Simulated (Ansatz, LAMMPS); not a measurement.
# Liquid 68SiO2-16Al2O3-8K2O-8MgO (mol %) at 2500 K (81 atoms): support functions against a reference

Wanted: errors and times of a linear-scaling basis for liquid 68SiO2-16Al2O3-8K2O-8MgO (mol %) at 2500 K (81 atoms). A setting counts as converged where the r.m.s. difference of forces stays under 1 % of the r.m.s. force.

Method: Kohn-Sham DFT, PBE, PAW (set soft_2), plane waves, in Ansatz 0.2.0.

### 1. Set-up

The cell holds 81 atoms: 17 Si, 8 Al, 4 K, 2 Mg and 50 O. Its edges and angles: a = 10.459 Å, b = 10.459 Å, c = 10.459 Å, α = 90.0°, β = 90.0°, γ = 90.0°. 81 atoms (17 Si, 8 Al, 4 K, 2 Mg, 50 O) placed at random at 2.46 g/cm³, melted at 4000 K for 10 ps at fixed volume with the Morse and Coulomb pair potential with partial charges (Pedone, Malavasi, Menziani, Cormack and Segre, J. Phys. Chem. B 110, 11780 (2006)). Snapshot at the end of a hold of 10 ps at 2500 K and fixed volume.

What the set-up can't give: The starting topology of bonds comes from the classical model, and needn't be the one that DFT or experiment would give. The Brillouin zone is sampled at Γ only, in a cell whose shortest periodic width is 10 Å.

### 2. Making the structure

A classical potential makes the cell, at a small fraction of what the same run would cost in DFT.

This step: classical MD, Morse and Coulomb pair potential with partial charges (Pedone, Malavasi, Menziani, Cormack and Segre, J. Phys. Chem. B 110, 11780 (2006)) (LAMMPS 22 Jul 2025 - Update 4).

File in.lmp:

```
# melt-quench of Si17Al8K4Mg2O50
units metal
atom_style charge
boundary p p p
region box block 0 10.4587 0 10.4587 0 10.4587
create_box 5 box
mass 1 28.0850   # Si
mass 2 26.9815   # Al
mass 3 39.0983   # K
mass 4 24.3050   # Mg
mass 5 15.9990   # O
create_atoms 1 random 17 541310 NULL overlap 1.5 maxtry 2000
create_atoms 2 random 8 541317 NULL overlap 1.5 maxtry 2000
create_atoms 3 random 4 541324 NULL overlap 1.5 maxtry 2000
create_atoms 4 random 2 541331 NULL overlap 1.5 maxtry 2000
create_atoms 5 random 50 541338 NULL overlap 1.5 maxtry 2000
pair_style hybrid/overlay pedone 5.5 coul/long 8.0
pair_coeff * * coul/long
pair_coeff 1 5 pedone 0.340554 2.006700 2.100000 1   # Si-O
pair_coeff 2 5 pedone 0.361581 1.900442 2.164818 0.9   # Al-O
pair_coeff 3 5 pedone 0.011612 2.062605 3.305308 5   # K-O
pair_coeff 4 5 pedone 0.038908 2.281000 2.586153 5   # Mg-O
pair_coeff 5 5 pedone 0.042395 1.379316 3.618701 22   # O-O
set type 1 charge 2.4
set type 2 charge 1.8
set type 3 charge 0.6
set type 4 charge 1.2
set type 5 charge -1.2
kspace_style pppm 1.0e-4
neigh_modify delay 0 every 1 check yes
thermo_style custom step time temp pe press density
thermo_modify norm yes
timestep 0.002
thermo 100
# [... 18 lines left out ...]
compute msd all msd com yes
thermo 1250
fix md all nvt temp 2500 2500 0.2
run 5000 post no
print "== T2500: mean square displacement over the hold $(c_msd[4]:%.2f) A^2"
unfix md
uncompute msd
write_dump all custom T2500.dump id type xs ys zs modify sort id
```

Command:

```console
$ lmp -in in.lmp -log none -nocite
```

What it wrote:

```text
LAMMPS (22 Jul 2025 - Update 4)
Created orthogonal box = (0 0 0) to (10.4587 10.4587 10.4587)
Created 17 atoms
Created 8 atoms
Created 4 atoms
Created 2 atoms
Created 50 atoms
PPPM initialization ...
  G vector (1/distance) = 0.38619558
  grid = 12 12 12
  estimated relative force accuracy = 4.7015025e-05
   Step          Time           Temp          PotEng         Press         Density
         0   0              0             -0.50481603     694900.71      2.4650039
        91   0.182          0             -14.950977     -22048.921      2.4650039
Loop time of 0.0494169 s on 1 MPI rank(s) for 91 steps with 81 atoms
Minimization stats:
  Stopping criterion = energy tolerance
  Energy initial, next-to-last, final =
    -0.504816031825632  -14.9496188082402  -14.9509773795885
  Force two-norm initial, final = 290.71099 2.4106489
  Iterations, force evaluations = 91 123
   Step          Time           Temp          PotEng         Press         Density
[... 8 lines left out ...]
      3332   6.664          4339.3426     -14.592369      36287.394      2.4650039
      4165   8.33           3414.7708     -14.472022      61298.393      2.4650039
      4998   9.996          4477.866      -14.515371      23658.45       2.4650039
      5831   11.662         4479.0344     -14.468457      20399.573      2.4650039
[... 1 line left out ...]
Loop time of 1.72847 s on 1 MPI rank(s) for 5000 steps with 81 atoms
   Step          Time           Temp          PotEng         Press         Density
[... 5 lines left out ...]
Loop time of 1.7026 s on 1 MPI rank(s) for 5000 steps with 81 atoms
   Step          Time           Temp          PotEng         Press         Density
[... 2 lines left out ...]
     12500   25             2495.5858     -14.771722      40526.344      2.4650039
     13750   27.5           2531.9308     -14.815312      12836.272      2.4650039
     15000   30             2308.5318     -14.781875      20957.66       2.4650039
     16000   32             2373.9904     -14.808613      3776.5944      2.4650039
Loop time of 1.67689 s on 1 MPI rank(s) for 5000 steps with 81 atoms
== T2500: mean square displacement over the hold 5.54 A^2
```

Wall time 5.6 s (1 thread of Arm Neoverse V2, shared host); peak memory 0.068 GiB.

### 3. Plane-wave single point

This run is the reference for what follows, at a cutoff of 420 eV.

File input.yaml:

```yaml
crystal:
  lattice:
    - [10.4587, 0.0, 0.0]
    - [0.0, 10.4587, 0.0]
    - [0.0, 0.0, 10.4587]
  atoms:
    - { symbol: Si, position: [0.53615, 0.21093, 0.90943] }
    - { symbol: Si, position: [0.14998, 0.69054, 0.41949] }
    - { symbol: Si, position: [0.58086, 0.90827, 0.97442] }
    - { symbol: Si, position: [0.44661, 0.6721, 0.51467] }
    - { symbol: Si, position: [0.84232, 0.86239, 0.58412] }
    - { symbol: Si, position: [0.83365, 0.20145, 0.88569] }
    - { symbol: Si, position: [0.43848, 0.72261, 0.7871] }
    - { symbol: Si, position: [0.70525, 0.51544, 0.14474] }
    - { symbol: Si, position: [0.68344, 0.75084, 0.37199] }
    - { symbol: Si, position: [0.05065, 0.34586, 0.10469] }
    - { symbol: Si, position: [0.3958, 0.38065, 0.41902] }
    - { symbol: Si, position: [0.26058, 0.00037, 0.77962] }
    - { symbol: Si, position: [0.0599, 0.83805, 0.12121] }
    - { symbol: Si, position: [0.21966, 0.09116, 0.09168] }
    - { symbol: Si, position: [0.73262, 0.97139, 0.19181] }
    - { symbol: Si, position: [0.43808, 0.48486, 0.13768] }
    - { symbol: Si, position: [0.60078, 0.31295, 0.64032] }
    - { symbol: Al, position: [0.82439, 0.16259, 0.57253] }
    - { symbol: Al, position: [0.84361, 0.25511, 0.24654] }
    - { symbol: Al, position: [0.34841, 0.75351, 0.11538] }
    - { symbol: Al, position: [0.1943, 0.58657, 0.96912] }
    - { symbol: Al, position: [0.10738, 0.38752, 0.4492] }
    - { symbol: Al, position: [0.08021, 0.23849, 0.72396] }
    - { symbol: Al, position: [0.26209, 0.30183, 0.96771] }
    - { symbol: Al, position: [0.92495, 0.91341, 0.83511] }
    - { symbol: K, position: [0.42224, 0.09089, 0.46226] }
    - { symbol: K, position: [0.69393, 0.63138, 0.70105] }
    - { symbol: K, position: [0.11457, 0.07993, 0.43255] }
    - { symbol: K, position: [0.81926, 0.48319, 0.43818] }
    - { symbol: Mg, position: [0.09178, 0.73371, 0.69725] }
    - { symbol: Mg, position: [0.92751, 0.57284, 0.92446] }
    - { symbol: O, position: [0.67903, 0.63217, 0.26301] }
    - { symbol: O, position: [0.84565, 0.8271, 0.71392] }
    - { symbol: O, position: [0.24615, 0.06804, 0.91877] }
    - { symbol: O, position: [0.52491, 0.27535, 0.76133] }
    - { symbol: O, position: [0.44909, 0.5308, 0.45027] }
    - { symbol: O, position: [0.31592, 0.4629, 0.04864] }
    - { symbol: O, position: [0.6639, 0.88815, 0.30983] }
    - { symbol: O, position: [0.07317, 0.48978, 0.06264] }
    - { symbol: O, position: [0.38078, 0.6401, 0.88764] }
    - { symbol: O, position: [0.21516, 0.10865, 0.68625] }
    - { symbol: O, position: [0.25783, 0.34276, 0.41463] }
    - { symbol: O, position: [0.02761, 0.30716, 0.23732] }
    - { symbol: O, position: [0.31645, 0.07564, 0.19674] }
    - { symbol: O, position: [0.08897, 0.61634, 0.84637] }
    - { symbol: O, position: [0.76331, 0.40402, 0.22492] }
    - { symbol: O, position: [0.43561, 0.65307, 0.66268] }
    - { symbol: O, position: [0.16601, 0.24311, 0.07327] }
    - { symbol: O, position: [0.13515, 0.96608, 0.1229] }
    - { symbol: O, position: [0.08833, 0.54549, 0.41765] }
    - { symbol: O, position: [0.89513, 0.22762, 0.73839] }
    - { symbol: O, position: [0.42521, 0.36731, 0.25044] }
    - { symbol: O, position: [0.54771, 0.05029, 0.88022] }
    - { symbol: O, position: [0.80431, 0.58859, 0.04379] }
    - { symbol: O, position: [0.16164, 0.3356, 0.83215] }
    - { symbol: O, position: [0.87328, 0.20846, 0.38777] }
    - { symbol: O, position: [0.06569, 0.77497, 0.52298] }
    - { symbol: O, position: [0.10784, 0.73786, 0.26554] }
    - { symbol: O, position: [0.83557, 0.04216, 0.87818] }
    - { symbol: O, position: [0.48862, 0.31637, 0.53282] }
    - { symbol: O, position: [0.69157, 0.92058, 0.06416] }
    - { symbol: O, position: [0.56854, 0.75338, 0.49553] }
    - { symbol: O, position: [0.96805, 0.85958, 0.98086] }
    - { symbol: O, position: [0.17884, 0.72491, 0.0467] }
    - { symbol: O, position: [0.67662, 0.22456, 0.9263] }
    - { symbol: O, position: [0.56405, 0.49106, 0.07656] }
    - { symbol: O, position: [0.46248, 0.86524, 0.04298] }
    - { symbol: O, position: [0.31376, 0.71689, 0.45393] }
    - { symbol: O, position: [0.55712, 0.80002, 0.8463] }
    - { symbol: O, position: [0.89353, 0.92081, 0.20112] }
    - { symbol: O, position: [0.74527, 0.12232, 0.19224] }
    - { symbol: O, position: [0.86884, 0.00457, 0.58474] }
    - { symbol: O, position: [0.42892, 0.24078, 0.98142] }
    - { symbol: O, position: [0.70787, 0.40547, 0.64779] }
    - { symbol: O, position: [0.80499, 0.76669, 0.47872] }
    - { symbol: O, position: [0.32013, 0.87324, 0.77335] }
    - { symbol: O, position: [0.08302, 0.92421, 0.77368] }
    - { symbol: O, position: [0.66971, 0.16933, 0.5793] }
    - { symbol: O, position: [0.40698, 0.64183, 0.19174] }
    - { symbol: O, position: [0.94153, 0.28232, 0.97264] }
    - { symbol: O, position: [0.05788, 0.31355, 0.57684] }
kpoints:
  mp_grid: { grid: [1, 1, 1] }
hamiltonian:
  xc: pbe
scf:
  occupations: { method: gaussian, width: 0.025 }
output:
  forces: true
  stress: true
  populations: intrinsic
  dos:
    method: { smearing: { sigma: 0.15 } }
    de: 0.1
    projected: { site_lists: { Al: [Al], K: [K], Mg: [Mg], O: [O], Si: [Si] } }
  eigenvalues: true
  write_density: true
  write_potential: true
  volumetric_format: npy
```

Command:

```console
$ ansatz run input.yaml --threads 4 --pin off --max-ram 8192MiB --backend cpu --events-out ev --progress --plain --runs-dir out
```

What it wrote:

```text
Engine: ansatz 0.2.0, aarch64-unknown-linux-gnu
Pseudopotentials: kind: paw
Pseudopotential: Si, paw, valence charge 4, recommended cutoff 420 eV (normal), Si.paw.azcp
Pseudopotential: Al, paw, valence charge 3, recommended cutoff 420 eV (normal), Al.paw.azcp
Pseudopotential: K, paw, valence charge 9, recommended cutoff 420 eV (normal), K.paw.azcp
Pseudopotential: Mg, paw, valence charge 10, recommended cutoff 420 eV (normal), Mg.paw.azcp
Pseudopotential: O, paw, valence charge 6, recommended cutoff 420 eV (normal), O.paw.azcp
[... 5 lines on functional and potentials left out ...]
Crystal: 81 atoms, lattice volume = 1144.019 Å³
Basis set: ecut = 420 eV, 22335 PW (Γ), exchange–correlation on 144×144×144 points (8 copies of the dense FFT grid, shifted against one another)
Bands: 305, of which v1, the nominal top of the filled ones, is band 224 counted from 1 (223 counted from 0)
Symmetry: 1 space group operations
Space group: P1 (ITA 1), of the structure as read, at distance tolerance 1.0e-4 Å
k-points: 1
[... 11 lines on functional and potentials left out ...]
Initial density: superposition of atomic densities (neutral atoms: chi_scale 0, normalization atom), corrected by the library's trained network
Initial wavefunctions: pseudopotential atomic-orbital guess
Functional: x = pbe(κ = 0.804, μ = 0.219515), c = pbe(β = 0.066725)
SCF iter   1: F=—  HF=-53536.516563 eV  |F-HF|=—  |Δ(HF+E_count)|=         —  Δρ=4.06e-3  dr2=3.27e-1  ethr=1.77e-3  ⟨swp⟩=6.0  Hψ=1350  notcnv=0  defer=51
preconditioner: auto → Resta (q_TF=auto, 2.334 Å⁻¹)  ε∞=3.3  [insulator: Δε(μ)=1.292 eV  Ē_g=14.989 eV  σ=0.025 eV  W_gap=1.00  n_scr=250 (ndim 8)  ℏωp=22.6 eV  f_vac=0.143  D(μ)=0.00/eV (n_scr^D=0)  ε∞_Penn≈3.3]
SCF iter   2: F=—  HF=-53536.466938 eV  |F-HF|=—  |Δ(HF+E_count)|=   4.96e-2  Δρ=2.45e-3  dr2=7.88e-2  ethr=7.29e-5  ⟨swp⟩=2.0  Hψ=523  notcnv=0  defer=75
SCF iter   3: F=—  HF=-53536.455470 eV  |F-HF|=—  |Δ(HF+E_count)|=   1.15e-2  Δρ=9.95e-4  dr2=2.71e-2  ethr=1.76e-5  ⟨swp⟩=2.0  Hψ=402  notcnv=0  defer=75
SCF iter   4: F=—  HF=-53536.451240 eV  |F-HF|=—  |Δ(HF+E_count)|=   4.23e-3  Δρ=4.63e-4  dr2=2.69e-3  ethr=6.05e-6  ⟨swp⟩=2.0  Hψ=452  notcnv=0  defer=75
SCF iter   5: F=—  HF=-53536.451251 eV  |F-HF|=—  |Δ(HF+E_count)|=   1.09e-5  Δρ=2.67e-4  dr2=7.93e-4  ethr=6.00e-7  ⟨swp⟩=2.0  Hψ=514  notcnv=0  defer=75
SCF iter   6: F=—  HF=-53536.451317 eV  |F-HF|=—  |Δ(HF+E_count)|=   6.55e-5  Δρ=9.38e-5  dr2=1.08e-4  ethr=1.77e-7  ⟨swp⟩=2.0  Hψ=395  notcnv=0  defer=75
SCF iter   7: F=—  HF=-53536.451339 eV  |F-HF|=—  |Δ(HF+E_count)|=   2.20e-5  Δρ=4.00e-5  dr2=2.00e-5  ethr=2.41e-8  ⟨swp⟩=2.0  Hψ=442  notcnv=0  defer=75
SCF iter   8: F=—  HF=-53536.452814 eV  |F-HF|=—  |Δ(HF+E_count)|=   1.48e-3  Δρ=1.44e-5  dr2=3.03e-6  ethr=4.47e-9  ⟨swp⟩=2.0  Hψ=446  notcnv=0  defer=75
SCF iter   9: F=—  HF=-53536.452817 eV  |F-HF|=—  |Δ(HF+E_count)|=   3.45e-6  Δρ=8.77e-6  dr2=8.32e-7  ethr=6.76e-10  ⟨swp⟩=2.0  Hψ=442  notcnv=0  defer=75
SCF iter  10: F=-53536.452818 eV  HF=-53536.452818 eV  |F-HF|=5.97e-8  |Δ(HF+E_count)|=   1.98e-7  Δρ=2.66e-6  dr2=9.21e-8  ethr=2.23e-11  ⟨swp⟩=19.0  Hψ=2951  notcnv=0
SCF 1 converged in 10 iterations: F = -53536.452818 eV  dr2 = 9.21e-8
  greatest PAW one-centre occupation: 1.000 electrons in one spin orbital (limit 2), on the Mg atom at site 29 (counted from 0), in its partial waves of l = 1
SCF converged after 10 iterations
Free energy (F): -53536.452818 eV
Harris-Foulkes:  -53536.452818 eV  (|F-HF|=5.97e-8)
Internal energy: -53536.452818 eV  (E = F + TS)
E sigma→0 (E₀):  -53536.452818 eV
Fermi energy:    5.556539 eV
--- Per-component energies (eV) ---
  E_band       = -2677.770722
  E_kinetic    = 11046.334828
  E_local      = -32265.913089  (includes V_loc(G=0)·N_el)
  E_nonlocal   = 3145.180934
  E_hartree    = 11998.629410
  E_xc         = -5584.553067
  E_vxc        = -6521.338536  (∫ρ·V_xc dr)
  E_paw        = -24116.922465  (= ΣΔE_a)
  E_vpaw       = -2079.412613  (= ΣTr[D̂ρ^β])
  E_aug_tail   = 0.126803  (compensation charges beyond the density's cutoff)
  E_ewald      = -17759.336172
  E_smearing   = -0.000000  (= −TS)
  E_closure    = 0.000000  (closes the sum)
  Σ components = -53536.452818   (vs F -53536.452818, Δ=0.00e0)
--- Forces (eV/Å), atoms counted from 1 ---
  atom   1  Si     5.84646092    -6.44856168   -10.66691774
  atom   2  Si    -1.23523260     2.01285094    -2.86668485
  atom   3  Si    -3.88378190     3.33043747    -8.62922907
  atom   4  Si    -3.46176856    -3.72183834    -3.34996999
  atom   5  Si     1.89894942     3.33169892    -9.08011862
  atom   6  Si    -1.08519283    -2.89997353     0.59662184
  atom   7  Si    -1.24411810     7.84975152     5.04927013
  atom   8  Si     1.27382162     3.99331547    -1.89879469
  atom   9  Si    -1.01105933    -0.05379932    -1.20875709
  atom  10  Si    -1.21666494     1.61528874    -8.27536086
  atom  11  Si     7.18570577     3.66862206    -1.67445149
  atom  12  Si    -7.16405061     2.98081170     2.88750470
  atom  13  Si    -4.60294667    -1.64908197    -0.89505144
  atom  14  Si     0.15047916    -3.65663077    -3.28586606
[...]
atom  80  O     -0.51319373     0.49544846     2.16084102
  atom  81  O     -0.88595774    -1.07837970     0.82187813
  max |Σ_I F_I| component: 1.53e-4 eV/Å
--- Stress (GPa, compression-positive) ---
        7.340251       1.152041      -3.906021
        1.152044       3.473076      -2.759173
       -3.906020      -2.759170       7.616144
  P = ⅓ Tr σ = 6.1432 GPa (61.432 kbar)
--- Band table (eV) ---
  k-point 0: bands = ["-70.8863", "-70.5540", "-37.7291", "-37.6946", [... 289 levels ...], "12.7316", "12.7761", "12.8065", "12.8947", "12.9097", "12.9930", "13.0268", "13.0744", "13.1427", "13.1773", "13.2253", "13.2574"]
--- intrinsic populations: 81 sites ---
  site symbol       q [e]
     0     Si      2.2139
     1     Si      2.3863
     2     Si      2.2401
[...]
80      O      6.9849
  spilling = 0.000000 (of n_electrons = 448.000000)
```

It took 15 s on 4 threads of Arm Neoverse V2, shared host; peak memory 1.3 GiB.

The run gave:

- free energy: -53536.4528 eV
- free energy per atom: -660.9439 eV/atom
- SCF cycles: 10
- pressure: 6.143 GPa
- r.m.s. force component: 3.216 eV/Å
- longest force: 15 eV/Å
- Fermi energy: 5.557 eV
- gap (highest filled to lowest empty level): 0.8465 eV

The r.m.s. force component of 3.2 eV/Å sets the scale for the differences below.

### 4. Support functions low

The cell is solved in localised support functions.

This step: Kohn-Sham DFT, PBE, PAW (set soft_2), localised support functions (low) (Ansatz 0.2.0).

input.yaml, the sections that differ from step 3:

```yaml
scf:
  occupations: { method: gaussian, width: 0.025 }
  eigensolver: { kind: { support_functions: { accuracy: low } } }
  max_iter: 150
output:
  forces: true
  eigenvalues: true
# crystal, kpoints, hamiltonian: as in step 3
```

What it wrote:

```text
Warning: scf.eigensolver.kind.support_functions: disabling space-group detection — the functions' gradient is summed over unrotated k-points, so no spatial operation reduces the k-mesh or symmetrises the density; time reversal is kept, so that k and −k are solved as one point where they differ and the mesh holds both, and exact exchange and, on two spinor components, a DFT+U term hold to it where the run has them: [...]
settings of this run that can trade accuracy for cost: scf.eigensolver.kind.support_functions; scf.eigensolver.kind.support_functions.accuracy: low [...]
[...]
Crystal: 81 atoms, lattice volume = 1144.019 Å³
Basis set: ecut = 420 eV, 22335 PW (Γ), exchange–correlation on 150×150×150 points (8 copies of the dense FFT grid, shifted against one another)
Bands: 269, of which v1, the nominal top of the filled ones, is band 224 counted from 1 (223 counted from 0)
Symmetry: 1 space group operations
k-points: 1
[...]
SCF iter   1: F=—  HF=-53535.771304 eV  |F-HF|=—  |Δ(HF+E_count)|=         —  Δρ=1.13e-1  dr2=1.61e2  ethr=1.00e-1
[...]
SCF iter  12: F=—  HF=-53536.814753 eV  |F-HF|=—  |Δ(HF+E_count)|=   1.77e-3  Δρ=5.17e-5  dr2=4.82e-5  ethr=4.00e-8  κ⁻¹=2.8e-5(r=7)
SCF iter  13: F=-53536.816133 eV  HF=-53536.816134 eV  |F-HF|=4.24e-7  |Δ(HF+E_count)|=   1.38e-3  Δρ=1.84e-5  dr2=6.84e-6  ethr=1.08e-8
SCF 1 converged in 13 iterations: F = -53536.832368 eV  dr2 = 6.84e-6
[...]
SCF converged after 13 iterations
Stability not checked: this state was not tested for a lower state beside it, because the mixer in use, unlike msr1, does not test its closes by its own steps (another_mixer; see scf.mixing.algorithm and scf.lower_state_search)
Free energy (F): -53536.832368 eV
[...]
Internal energy: -53536.832368 eV  (E = F + TS)
E sigma→0 (E₀):  -53536.832368 eV
Fermi energy:    5.557146 eV
[...]
Σ components = -53536.832368   (vs F -53536.832368, Δ=0.00e0)
--- Forces (eV/Å), atoms counted from 1 ---
  atom   1  Si     5.84370611    -6.44893660   -10.66527620
  atom   2  Si    -1.23569828     2.01332823    -2.86641886
  atom   3  Si    -3.88334024     3.32999435    -8.62914309
  atom   4  Si    -3.46116578    -3.72232539    -3.34916676
[...]
atom  81  O     -0.88617976    -1.07824794     0.82201892
  max |Σ_I F_I| component: 1.79e-3 eV/Å
--- Band table (eV) ---
[...]
```

Run time: 88 s. Hardware: 4 threads; peak memory 3.3 GiB.

The program notes that the band table was not solved further than the SCF left it and it switched symmetry off.

Keys that differ from the reference: support_functions.accuracy = "low" and scf.max_iter = 150.

Forces differ from the reference by 0.83 meV/Å r.m.s., 0.026 % of their size, well within a tolerance of 1 %; the energy by -4.7 meV/atom. It took roughly 6.0 times the reference's time (one timing each, with unlike analyses asked), in 13 cycles against 10.

(Continued in part 2 of 2.)

[Long decimals in the printed logs are rounded to 6 places.]

[Logs are printed without paths, hosts, clocks, repeated set-up lines and the standing remarks that a program may print on its own settings, such as how far it seeks lower states.]

[Hosts, paths, dates, database ids (printed as entryN), source tags and the programs' standing remarks are cut or masked in the printed files.]
